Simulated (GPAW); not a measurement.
Consider YSe (Fm-3m).

```
Y Se
1.0
     0.00000    2.85150    2.85150
     2.85150    0.00000    2.85150
     2.85150    2.85150    0.00000
Y Se
1 1
Cartesian
  2.8515 2.8515 2.8515
  0.0000 0.0000 0.0000
```

Absorber: atom 2, with 6 Y at 2.85 Å (octahedral, site symmetry m-3m). Method: GPAW, LDA, excited-electron core hole (neutral cell), 8-atom cell with 5.7 Å between holes, 5×5×5 k points, dipole transitions, Gaussian full width 2.33 eV up to 4 eV, rising linearly to 3.5 eV at 25 eV.

Q: Where do the maxima of the Se K edge fall?

Main maxima up to 30 eV above the zero (height): 6.8 eV (1.61), 16.6 eV (0.96) and 24.8 eV (1.24). A K edge sees empty p states on the absorber. 

The Se K spectrum (energy from the lowest empty level; intensity scaled to a mean of 1 over the first 20 eV):

| E (eV) | intensity |
| --- | --- |
| -2.0 | 0.01 |
| -1.0 | 0.09 |
| 0.0 | 0.35 |
| 1.0 | 0.87 |
| 2.0 | 1.28 |
| 3.0 | 1.34 |
| 4.0 | 1.43 |
| 5.0 | 1.45 |
| 6.0 | 1.55 |
| 7.0 | 1.60 |
| 8.0 | 1.29 |
| 9.0 | 0.80 |
| 10.0 | 0.55 |
| 11.0 | 0.59 |
| 12.0 | 0.67 |
| 13.0 | 0.70 |
| 14.0 | 0.72 |
| 15.0 | 0.81 |
| 16.0 | 0.94 |
| 17.0 | 0.94 |
| 18.0 | 0.88 |
| 19.0 | 0.86 |
| 20.0 | 0.89 |
| 21.0 | 0.94 |
| 22.0 | 1.03 |
| 23.0 | 1.12 |
| 24.0 | 1.21 |
| 25.0 | 1.24 |
| 26.0 | 1.16 |
| 27.0 | 1.06 |
| 28.0 | 0.99 |
| 29.0 | 0.92 |
| 30.0 | 0.84 |
| 31.0 | 0.81 |
| 32.0 | 0.80 |

The script folds with a Gaussian, whereas the core hole's own line is a Lorentzian, so the onset is too steep and the first peak too high. The primitive cell holds an odd number of electrons, so a spin-paired run has to come out metallic; that is right for a metal, but some such compounds are magnetic or distorted insulators. The holes are only 5.7 Å apart, so the shape is probably not converged with cell size; no larger cell was run here. Lifetime broadening is put in by hand, and intensities beyond about 20 eV depend on it and on the partial waves. The structure is a published determination, not relaxed.

[Banner, clock and machine lines of the logs are left out without a mark of their own.]

[Logs are printed without paths, hosts, clocks, repeated set-up lines and the standing remarks that a program may print on its own settings, such as how far it seeks lower states.]

[Hosts, paths, dates, database ids (printed as entryN), source tags and the programs' standing remarks are cut or masked in the printed files.]

[Lists of maxima count a maximum above −3 eV only where it reaches 4 % of the highest in the window and stands out from its surroundings by 2 % of it (1.5 % where it reaches 55 %); shoulders and weaker maxima are passed over, and of the rest the first, up to two pre-edge ones and the few strongest are named.]
